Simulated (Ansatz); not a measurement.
# Lattice dynamics of Ra (Im-3m, 1 atom in the cell), part 2 of 2

Aim: the vibrations of Ra (Im-3m, 1 atom in the cell), their spectra, and whether the structure is stable.

Ansatz 0.2.0; DFT PBEsol, scalar-relativistic, plane waves, PAW.

So far. Step 3 (Relaxing to small forces for the phonons): The forces vanish by symmetry. The volume is held at 68.22 Å³/atom, so a pressure of -0.38 GPa remains at this level.

## Step 4: Response at finite wavevector

Stability and thermal properties need the whole zone. Linear response on a 4×4×4 q mesh gives force constants as far as a supercell of that size would.

input.yaml reads:

```yaml
crystal:
  lattice:
    - [-2.574, 2.574, 2.574]
    - [2.574, -2.574, 2.574]
    - [2.574, 2.574, -2.574]
  atoms:
    - { symbol: Ra, position: [0.0, 0.0, 0.0] }
kpoints:
  mp_grid: { grid: [12, 12, 12] }
hamiltonian:
  xc: pbesol
scf:
  occupations: { method: methfessel_paxton, width: 0.2 }
output:
  eigenvalues: true
phonons:
  method: dfpt
  qmesh: [4, 4, 4]
  temperatures: { t_max: 400, t_step: 50 }
  qpath:
    path:
      - [[0.0, 0.0, 0.0], [0.5, -0.5, 0.5], [0.0, 0.0, 0.5], [0.0, 0.0, 0.0], [0.25, 0.25, 0.25], [0.5, -0.5, 0.5]]
      - [[0.25, 0.25, 0.25], [0.0, 0.0, 0.5]]
    npoints: 10
```

Started as:

```bash
$ ansatz run input.yaml --threads 8 --pin off --max-ram 14336MiB --backend cpu --events-out ev --progress --plain --runs-dir out
```

Numbers of over 12 decimals in the logs are rounded to 6 here.

The program printed:

```text
[...]
Crystal: 1 atoms, lattice volume = 68.216 Å³
Basis set: ecut = 540 eV, 1961 PW (Γ), exchange–correlation on 80×80×80 points (8 copies of the dense FFT grid, shifted against one another)
Bands: 14, of which v1, the nominal top of the filled ones, is band 10 counted from 1 (9 counted from 0)
Symmetry: 48 space group operations
k-points: 72 of 1728
[...]
SCF iter   1: F=—  HF=-15185.394790 eV  |F-HF|=—  |Δ(HF+E_count)|=         —  Δρ=4.79e-3  dr2=2.35e-2  ethr=3.10e-3  ⟨swp⟩=6.3  Hψ=6454  notcnv=0
[...]
SCF iter   9: F=-15185.388457 eV  HF=-15185.388457 eV  |F-HF|=3.64e-12  |Δ(HF+E_count)|=  1.09e-11  S|Δr|=    0.00e0  Δρ=3.13e-8  dr2=6.14e-13  ethr=1.00e-12  ⟨swp⟩=6.5  Hψ=4726  notcnv=0
SCF 1 converged in 9 iterations: F = -15185.388457 eV  dr2 = 6.14e-13
[...]
NSCF: frozen V_eff on 72 k-points
[...]
DFPT response loops at q = (0, 0, 0) (fractional): preconditioner auto → Kerker (q_TF=auto, 2.224 Å⁻¹) (partly filled bands, converged f_vac=0.000); β = 1.00, the filter's whole step (`scf.mixing.beta` (0.50) is not read by the response loops under this deck's `scf.mixing.preconditioner`; to damp them name `kerker` or `kerker_dos`, under which they read `scf.mixing.beta`, and type it under 1.00, their step now; both keys bind the ground state too); Broyden in place of MSR1
[...]
SCF converged after 9 iterations
[...]
Free energy (F): -15185.388457 eV
[...]
Internal energy: -15185.387775 eV  (E = F + TS)
E sigma→0 (E₀):  -15185.388287 eV
Entropy (-TS):   -0.000683 eV (-0.683 meV/atom)
Fermi energy:    7.442132 eV
[...]
--- Band table (eV; the first three rows and the last of 72) ---
  k-point 0: bands = [... 6 lower, -4.8398, -4.8398, -4.8398, 4.2622, 9.5511, 9.5511, 9.5511, 11.0997]
  k-point 1: bands = [... 6 lower, -4.8856, -4.8534, -4.8402, 4.4092, 9.4067, 9.4507, 9.6842, 10.7769]
  k-point 2: bands = [... 6 lower, -5.0064, -4.8900, -4.8412, 4.8178, 9.0904, 9.0970, 10.0762, 10.6175]
  k-point 71: bands = [... 6 lower, -5.2602, -5.2602, -5.2602, 6.9544, 6.9544, 11.4356, 11.4356, 11.4356]
--- Phonons (Γ-DFPT): 1 representative perturbation + reference (Σ response iterations 3) ---
  ASR residual: 6.144e-5 → 0.000e0 eV/Å²; symmetrization residual: 1.698e-11 eV/Å²
  ASR residual per site (eV/Å²): 6.14e-5
  Γ frequencies (cm⁻¹): 0.00 0.00 0.00
--- Phonons (arbitrary-q DFPT): 8 irreducible q on the 4×4×4 mesh ---
  q = [0.0000, 0.0000, 0.0000] (star 1, of the zone-centre solve; hermiticity 6.10e-8, symmetrization 2.76e-7): -0.00 0.00 0.00
  q = [0.0000, 0.0000, 0.2500] (star 12, 2 solved perturbations in 1446 linear systems a pass and spin channel, the states on 936 of 1728 k-point pairs; hermiticity 1.02e-11, symmetrization 4.80e-11): 11.06 29.51 39.04
[...]
q = [0.2500, 0.2500, 0.2500] (star 2, 1 solved perturbation on 262 of 1728 k-point pairs; hermiticity 2.69e-12, symmetrization 1.60e-11): 42.20 42.20 42.20
[...]
sum rule: each row above includes the acoustic sum rule's correction from the zone centre's row sums; it moved no ω² by more than (0.27 cm⁻¹)²
  mesh force constants: q→R imaginary residual 0.00e0; ASR residual 6.144e-5 → 0.000e0 eV/Å²; symmetrization residual 8.882e-16 eV/Å²
  interpolated dispersion: 62 rows × 3 modes
  density of states and harmonic sums: on the 20×20×20 q-mesh, interpolated from the force constants of a 4×4×4 supercell (no non-analytic term)
  largest difference from the sums on the solved wave vectors: F 4.32e-3 eV, S 1.48e-5 and C_V 4.01e-6 eV/K
  zero-point energy: 0.007296 eV/cell   skipped modes (ω ≤ 0): 3   left out of the sums: 1.25e-4 of the cell's modes: C_V's classical limit lies that fraction below 3 k_B per atom; for a crystal, a wire or a layer, F and S can be off by more, and a phonons.interpolated_qmesh denser along its periods is the remedy for the sampling
```

Elapsed: 54 s, on 8 threads of AMD EPYC 9R45, shared host; peak memory 5.4 GiB.

Numbers from this step:

- sum-rule residual before enforcement: 6.14e-5 eV/Å²
- lowest frequency on the path: 0 cm⁻¹
- highest frequency on the path or at a solved wavevector: 58.44 cm⁻¹
- mean frequency: 39.2 cm⁻¹
- Debye temperature (second moment): 77 K
- logarithmic mean frequency: 36.4 cm⁻¹
- lowest mode on the q mesh (acoustic modes at Γ apart): 11.06 cm⁻¹
- zero-point energy per atom: 7.3 meV
- heat capacity at 300 K: 24.86 J/(mol atoms K)
- vibrational entropy at 300 K: 68.54 J/(mol atoms K)

Frequencies (cm⁻¹) solved at each irreducible wavevector; negative means imaginary. Frequencies by wavevector, by row:

```
q in reciprocal lattice units  star  mode 1  mode 2  mode 3
                        0 0 0     1       0       0       0
                     0 0 0.25    12    11.1    29.5      39
                     0 0 -0.5     6    15.2    43.1    58.4
                  0 0.25 0.25    24    26.7      42    53.9
               0.25 0.25 0.25     2    42.2    42.2    42.2
              0.25 0.25 -0.25     6      35    41.1    41.1
               0.25 -0.5 -0.5    12    38.7    50.4    58.1
               -0.5 -0.5 -0.5     1    58.2    58.2    58.2
```

Interpolated from a 4×4×4 q mesh. Phonon branches along the path, in cm⁻¹:

```
    point  branch 1  branch 2  branch 3
        Γ         0         0         0
  halfway        35        41        41
        H        58        58        58
  halfway        39        50        58
        N        15        43        58
  halfway        11        30        39
        Γ         0         0         0
  halfway        25        25        47
        P        42        42        42
  halfway        34        54        54
        H        58        58        58
jump to P        42        42        42
  halfway        27        44        54
        N        15        43        58
```

The phonon branches as a text plot (rows in cm⁻¹):

```
     57 |          ************                        ****    **
     55 |         *   **       *                      *       *
     52 |        *      *                   ***     **  *    *
     50 |              * *      *                  *        *
     47 |       **        *                *   *  *
     45 |               *  *                     *     *   *
     43 |       *           ***                 *          ******
     40 |     **               * *        *    *      *    *
     38 |                *      *             *  *
     35 |    ***                                     *
     33 |                 *       *          *    *         *
     30 |                        *       *  *      **        *
     28 |    *
     26 |   *                              *
     23 |                         **                          *
     21 |   *              *            * *
     18 |  *                       *                           *
     16 |  *                ****    *    *                      *
     13 |                       *   *
     11 |                        *     **
      9 | *                       *  *
      6 |                          * * *
      4 |                           *
      1 |*                           **
         Γ           H       N        Γ         P        H|P    N
```

Tetrahedra on a 20×20×20 mesh, mean over bins of 1 cm-1. Interpolated from a 4×4×4 q mesh. The phonon density of states by wavenumber; read off at these points:

```
wavenumber (cm⁻¹)  phonon density of states (1/cm⁻¹/cell)
              0.5                                  4.0e-5
              3.5                                  7.6e-4
              6.5                                 0.00325
              8.5                                  0.0068
             11.5                                  0.0122
             14.5                                  0.0237
             17.5                                  0.0408
             19.5                                  0.0447
             22.5                                  0.0501
             25.5                                  0.0546
             28.5                                  0.0595
             30.5                                  0.0626
             33.5                                  0.0484
             36.5                                  0.0501
             39.5                                  0.0582
             41.5                                  0.0738
             43.5                                   0.111
             44.5                                  0.0851
             47.5                                  0.0687
             50.5                                  0.0731
             52.5                                  0.0991
             53.5                                   0.125
             55.5                                   0.117
             58.5                                  0.0122
```

Second derivatives of the energy by pair, one row for each kind of neighbour of each atom listed. Each entry sums the pair over the periodic images of the supercell that the q mesh stands for, and in a polar crystal it holds the long-range dipole part too. Force constants by pair, by row:

```
atom  neighbour  distance (Å)  third of the trace (eV/Å²)  along the pair's line (eV/Å²)
 Ra1     itself             0                       1.427                              –
 Ra1         Ra         4.458                     -0.1712                        -0.4985
 Ra1         Ra         5.148                     -0.0244                         0.0118
 Ra1         Ra          7.28                      0.0028                         0.0124
```

Harmonic thermodynamic functions per atom, from the density of states. Interpolated from a 4×4×4 q mesh. Thermodynamic functions, by row:

```
T (K)  F_vib (meV/atom)  S (J/mol-atom/K)  C_V (J/mol-atom/K)
    0               7.3                 0                   0
   50              1.34             25.22               22.24
  100            -16.36             41.46               24.22
  200            -69.13             58.48               24.76
  300            -135.3             68.54               24.86
  400            -210.2             75.69               24.89
```

Harmonic mean-square displacement, third of the trace. Interpolated from a 4×4×4 q mesh. Mean square displacements, by row:

```
T (K)  Ra1 U_eq (Å²)
    0        0.00229
  100        0.01396
  300        0.04141
  600        0.08274
```

Symmetry leaves 8 wavevectors to solve. The lowest mode among them, the acoustic zeros apart, lies at q = (0, 0, 0.25) and is real, 11.1 cm⁻¹.

## Step 5: Outcome

- space group (within 0.01 Å): Im-3m
- volume per atom: 68.2 Å³
- electronic character: no gap on this mesh
- lowest mode on the q mesh (acoustic modes at Γ apart): 11.1 cm⁻¹
- highest frequency on the path or at a solved wavevector: 58.4 cm⁻¹
- zero-point energy per atom: 7.3 meV
- heat capacity at 300 K: 24.9 J/(mol atoms K)
- vibrational entropy at 300 K: 68.5 J/(mol atoms K)
- Debye temperature (second moment): 77 K
- imaginary modes on the 4×4×4 q mesh: none

**Reading.** The structure is a minimum as far as tested: no mode is imaginary at the 8 irreducible wavevectors of the 4×4×4 mesh, and the softest away from the acoustic zeros lies at 11 cm⁻¹. The volume was held at that of the database entry and not relaxed, so the modes belong to a cell under -0.38 GPa at this level. With no gap, or one that is small against the smearing, the frequencies hang on the k mesh and the smearing, most of all near Kohn anomalies. Spin-orbit coupling is left out, which can matter for the heavy elements here. These are harmonic frequencies at zero temperature: anharmonic shifts, linewidths and thermal expansion are left out.

[Logs are printed without paths, hosts, clocks, repeated set-up lines and the standing remarks that a program may print on its own settings, such as how far it seeks lower states.]

[Hosts, paths, dates, database ids (printed as entryN), source tags and the programs' standing remarks are cut or masked in the printed files.]
